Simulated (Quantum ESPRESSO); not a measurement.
# AlN: optical spectrum from first principles

Aim: the dielectric function of AlN, and the optical constants that follow from it.

Program: Quantum ESPRESSO 7.5. Level of theory: DFT, PBE, plane waves with norm-conserving potentials (PseudoDojo), scalar-relativistic, independent-particle optical response without local fields and without the non-local commutator. Results are calculated unless marked as measured.

This account leaves out most program logs.

## 1. Set-up

The structure is cubic, space group F-43m (No. 216). The conventional cell has a = 4.368 Å, b = 4.368 Å, c = 4.368 Å, α = 90.00°, β = 90.00°, γ = 90.00°. Nearest to Al lie 4 N at 1.89 Å. N has 4 Al at 1.89 Å nearest. Farther neighbours and most contacts between anions are not listed.

## 2. Ground state

First the ground state: is it a metal or has it a gap?

This step: DFT, PBE, plane waves with norm-conserving potentials (PseudoDojo), scalar-relativistic, ground state (Quantum ESPRESSO 7.5).

File scf.in:

```
&control
  calculation = 'scf'
  prefix = 'x'
  outdir = './tmp'
  pseudo_dir = './'
  verbosity = 'high'
/
&system
  ibrav = 0
  nat = 2
  ntyp = 2
  ecutwfc = 90
  occupations = 'smearing'
  smearing = 'fd'
  degauss = 0.003675
  nbnd = 8
/
&electrons
  conv_thr = 1e-09
  electron_maxstep = 100
/
ATOMIC_SPECIES
  Al 1.0 Al.upf
  N 1.0 N.upf
CELL_PARAMETERS angstrom
  0.000000000000 2.183993559600 2.183993559600
  2.183993559600 0.000000000000 2.183993559600
  2.183993559600 2.183993559600 0.000000000000
ATOMIC_POSITIONS crystal
  Al 0.000000000000 0.000000000000 0.000000000000
  N 0.250000000000 0.250000000000 0.250000000000
K_POINTS automatic
  9 9 9 0 0 0
```

Command:

```
> mpirun -n 4 pw.x -nk 4 -in scf.in
```

Elapsed: 3.1 s, on 4 MPI ranks of Arm Neoverse V2, shared host; peak memory 0.06 GiB; 12 s of CPU time.

This step gave:

| Property | Result |
| --- | --- |
| total energy | -25.59 Ry |
| gap on the k-mesh | 3.508 eV |
| direct gap on the mesh | 4.192 eV |

There is a gap, 3.51 eV on this mesh (points off the mesh can give less), so no carriers' term is needed.

## 3. Ground state with the final occupations

The ground state once more, with the occupations that the first run showed to fit.

scf.in: that of step 2 with these lines changed.

```diff
@@ -12,6 +12,3 @@
   ecutwfc = 90
-  occupations = 'smearing'
-  smearing = 'fd'
-  degauss = 0.003675
-  nbnd = 8
+  occupations = 'fixed'
 /
```

Command:

```
> mpirun -n 4 pw.x -nk 4 -in scf.in
```

Elapsed: 4.3 s, on 4 MPI ranks; peak memory 0.05 GiB.

## 4. Bands on the whole mesh, 14×14×14

The response needs many more empty bands than the density does.

This step: DFT, PBE, plane waves with norm-conserving potentials (PseudoDojo), scalar-relativistic, bands at fixed density (Quantum ESPRESSO 7.5).

nscf.in, as its differences from scf.in of step 3:

```diff
@@ -1,3 +1,3 @@
 &control
-  calculation = 'scf'
+  calculation = 'nscf'
   prefix = 'x'
@@ -5,3 +5,2 @@
   pseudo_dir = './'
-  verbosity = 'high'
 /
@@ -13,2 +12,5 @@
   occupations = 'fixed'
+  nbnd = 15
+  nosym = .true.
+  noinv = .true.
 /
@@ -17,2 +19,3 @@
   electron_maxstep = 100
+  diago_full_acc = .true.
 /
@@ -29,2 +32,2 @@
 K_POINTS automatic
-  9 9 9 0 0 0
+  14 14 14 0 0 0
```

Command:

```
> mpirun -n 4 pw.x -nk 4 -in nscf.in
```

Elapsed: 3.6 min, on 4 MPI ranks; peak memory 0.05 GiB; 15 min of CPU time.

## 5. Dielectric function

With the density converged, the vertical transitions are summed over the zone.

This step: DFT, PBE, plane waves with norm-conserving potentials (PseudoDojo), scalar-relativistic, independent-particle optical response without local fields and without the non-local commutator (Quantum ESPRESSO 7.5).

File epsilon.in:

```
&inputpp
  prefix = 'x'
  outdir = './tmp'
  calculation = 'eps'
/
&energy_grid
  smeartype = 'gauss'
  intersmear = 0.2
  wmin = 0.0
  wmax = 22
  nw = 500
/
```

Command:

```
> mpirun -n 4 epsilon.x -nk 4 -in epsilon.in
```

Run time: 1.6 s. Hardware: 4 MPI ranks; peak memory 0.04 GiB.

Numbers from this step:

| Quantity | Value |
| --- | --- |
| electronic dielectric constant ε∞, mean over x, y and z (by symmetry where fewer were run) | 5.664 |
| main peak of Im epsilon, first axis | 7.297 eV |

Some rows of epsi_x.dat:

```text
# energy grid [eV]     epsi_x  epsi_y  epsi_z
#
    0.176352705    0.002694651    0.002694651    0.002694651
    1.234468938    0.020205993    0.020205995    0.020205993
    2.292585170    0.045528788    0.045528791    0.045528788
    3.350701403    0.101360816    0.101360819    0.101360816
    4.408817635    0.654883181    0.654883185    0.654883181
    5.466933868    4.707775493    4.707775499    4.707775493
    6.525050100    8.221185542    8.221185548    8.221185543
    7.583166333    8.960430503    8.960430510    8.960430501
    8.641282565    5.029975726    5.029975735    5.029975727
    9.699398798    5.630520008    5.630520019    5.630520008
   10.757515030    4.989559453    4.989559464    4.989559452
   11.815631263    5.999981803    5.999981816    5.999981803
   12.873747495    5.678870697    5.678870713    5.678870696
   13.931863727    2.659908006    2.659908024    2.659908006
   14.989979960    1.997667456    1.997667477    1.997667456
   16.048096192    1.124362526    1.124362550    1.124362526
   17.106212425    0.905410116    0.905410144    0.905410116
   18.164328657    0.493202645    0.493202677    0.493202645
   19.222444890    0.480169412    0.480169449    0.480169413
   20.280561122    0.363663054    0.363663097    0.363663055
   21.338677355    0.315030902    0.315030953    0.315030903
```

The Im ε, any direction has structure finer than the step of the table below, so its rows give means over 0.5 eV, whole bins alone (the curve runs from 0 to 22 eV). Peaks (eV: height): 5.95: 6.63, 7.32: 11.9, 8.02: 11.4, 9.83: 6.71, 11.02: 7.91, 12.61: 7.16.

Values under the direct gap are tails of Lorentzian lines. Table of Im ε, any direction by photon energy; means over each step:

```
photon energy (eV)  Im ε, any direction
               0.5              0.00773
               1.0               0.0160
               1.5               0.0255
               2.0               0.0372
               2.5               0.0529
               3.0               0.0764
               3.5                0.120
               4.0                0.322
               4.5                 1.11
               5.0                 2.02
               5.5                 4.19
               6.0                 5.79
               6.5                 8.02
               7.0                 9.35
               7.5                 10.1
               8.0                 9.94
               8.5                 5.93
               9.0                 3.90
               9.5                 5.10
              10.0                 6.02
              10.5                 4.84
              11.0                 6.82
              11.5                 6.28
              12.0                 6.26
              12.5                 6.53
              13.0                 5.50
              13.5                 3.66
              14.0                 2.93
              14.5                 2.75
              15.0                 1.96
              15.5                 1.45
              16.0                 1.27
              16.5                0.944
              17.0                0.972
              17.5                0.712
              18.0                0.654
              18.5                0.519
              19.0                0.427
              19.5                0.423
              20.0                0.336
              20.5                0.401
              21.0                0.330
              21.5                0.303
```

The Re ε, any direction by photon energy:

```
photon energy (eV)  Re ε, any direction
                 0                 5.66
                 1                 5.74
                 2                 6.00
                 3                 6.54
                 4                 7.81
                 5                 9.83
                 6                 8.44
                 7                 7.76
                 8                 1.71
                 9                 1.89
                10                0.979
                11                 2.05
                12               -0.375
                13                -2.69
                14                -2.24
                15                -2.63
                16                -1.91
                17                -1.46
                18                -1.10
                19               -0.644
                20               -0.417
                21               -0.251
                22              -0.0837
```

Values under the direct gap are tails of Lorentzian lines. Table of loss function −Im 1/ε at q → 0, any direction by energy loss; read off at these points:

```
energy loss (eV)  loss function −Im 1/ε at q → 0, any direction
            0.50                                         2.4e-4
            1.00                                         4.8e-4
            1.50                                         7.4e-4
            2.00                                        0.00103
            2.50                                        0.00136
            3.00                                        0.00177
            3.50                                        0.00239
            4.00                                        0.00431
            4.50                                         0.0132
            5.00                                         0.0203
            5.50                                         0.0448
            6.00                                         0.0574
            6.50                                         0.0561
            7.00                                         0.0633
            7.50                                         0.0971
            8.00                                         0.0874
            8.50                                          0.167
            9.00                                          0.209
            9.50                                          0.168
           10.00                                          0.156
           10.50                                          0.167
           11.00                                          0.119
           11.50                                          0.177
           12.00                                          0.165
           12.50                                          0.154
           13.00                                          0.150
           13.50                                          0.160
           14.00                                          0.218
           14.50                                          0.203
           15.00                                          0.183
           15.50                                          0.231
           16.00                                          0.233
           16.50                                          0.275
           17.00                                          0.315
           17.50                                          0.424
           18.00                                          0.416
           18.50                                          0.487
           19.00                                          0.706
           19.50                                          0.839
           20.00                                           1.17
           20.28                                           1.70
           20.50                                           1.30
           21.00                                           1.86
           21.50                                           2.20
           22.00                                           3.21
```

The refractive index n and extinction k by photon energy:

```
photon energy (eV)      n        k
                 0   2.38        0
                 1   2.40  0.00333
                 2   2.45  0.00757
                 3   2.56   0.0148
                 4   2.80   0.0472
                 5   3.15    0.324
                 6   3.09     1.06
                 7   3.16     1.48
                 8   2.55     2.19
                 9   1.76     1.10
                10   1.91     1.64
                11   2.26     1.74
                12   1.68     1.79
                13   1.28     2.08
                14  0.820     1.71
                15  0.574     1.72
                16  0.406     1.44
                17  0.382     1.27
                18  0.325     1.10
                19  0.247    0.840
                20  0.244    0.690
                21  0.311    0.590
                22  0.328    0.437
```

The reflectivity at normal incidence, any direction has structure finer than the step of the table below, so its rows give means over 0.5 eV, whole bins alone (the curve runs from 0 to 22 eV). Peaks (eV: height): 13.31: 54.9, 15.21: 61.9, 16.53: 60.5, 17.28: 61.8, 18.16: 64.3, 18.74: 61.4, 19.80: 56.7.

Reflectivity at normal incidence, any direction against photon energy; means over each step:

```
photon energy (eV)  reflectivity at normal incidence, any direction (%)
               0.5                                                 16.7
               1.0                                                 16.9
               1.5                                                 17.2
               2.0                                                 17.7
               2.5                                                 18.3
               3.0                                                 19.2
               3.5                                                 20.4
               4.0                                                 22.4
               4.5                                                 24.7
               5.0                                                 26.8
               5.5                                                 29.1
               6.0                                                 30.6
               6.5                                                 33.4
               7.0                                                 35.0
               7.5                                                 37.5
               8.0                                                 41.0
               8.5                                                 38.7
               9.0                                                 21.9
               9.5                                                 24.9
              10.0                                                 30.4
              10.5                                                 24.9
              11.0                                                 31.4
              11.5                                                 35.3
              12.0                                                 34.9
              12.5                                                 41.1
              13.0                                                 46.9
              13.5                                                 53.1
              14.0                                                 49.1
              14.5                                                 50.7
              15.0                                                 57.6
              15.5                                                 56.8
              16.0                                                 56.7
              16.5                                                 58.8
              17.0                                                 54.5
              17.5                                                 57.3
              18.0                                                 57.5
              18.5                                                 57.8
              19.0                                                 56.1
              19.5                                                 52.8
              20.0                                                 52.1
              20.5                                                 42.7
              21.0                                                 44.2
              21.5                                                 41.7
```

From ε follow the optical constants at some laser and lamp lines:

```
wavelength (nm)     n      k  R (%)     1/α
           1550  2.39  0.003   16.8   47 µm
           1064  2.40  0.004   17.0   21 µm
            800  2.42  0.005   17.2   12 µm
            633  2.45  0.007   17.6  6.8 µm
            308  2.81  0.051   22.5  477 nm
            248  3.15  0.323   27.3   61 nm
            193  3.17  1.168   32.4   13 nm
```

Below the direct gap, k and the depth come from the tails of the Lorentzian lines, not from transitions.

Rows near the edge hang on the gap, which this functional as a rule makes too small, and phonon-assisted absorption is left out.

## 6. Outcome

```json
{
  "electronic dielectric constant ε∞, mean over x, y and z (by symmetry where fewer were run) (independent particles)": "5.66",
  "main peak of Im epsilon, first axis": "7.30 eV"
}
```

**Reading.** At this level (PBE, independent particles) AlN has ε∞ = 5.66 and n = 2.39 at 1550 nm, and Im ε peaks at 7.3 eV. Distinct maxima of Im ε, read by a parabola through the highest points, lie at 6.68 eV (8.9), 7.30 eV (12), 7.74 eV (10) and 8.03 eV (11). Excitons and phonon-assisted transitions are missing, and so are local fields; PBE gaps are as a rule too small, which pulls the onset down and ε∞ up. epsilon.x leaves out the commutator of the non-local potential, so its intensities are off, as a rule too high. The sum runs over mesh points, so small or evenly spaced maxima can still be ripples of the mesh.

[Machine, clock, banner and «Message from routine» lines are left out of the logs.]

[Logs are printed without paths, hosts, clocks, repeated set-up lines and the standing remarks that a program may print on its own settings, such as how far it seeks lower states.]

[Hosts, paths, dates, database ids (printed as entryN), source tags and the programs' standing remarks are cut or masked in the printed files.]
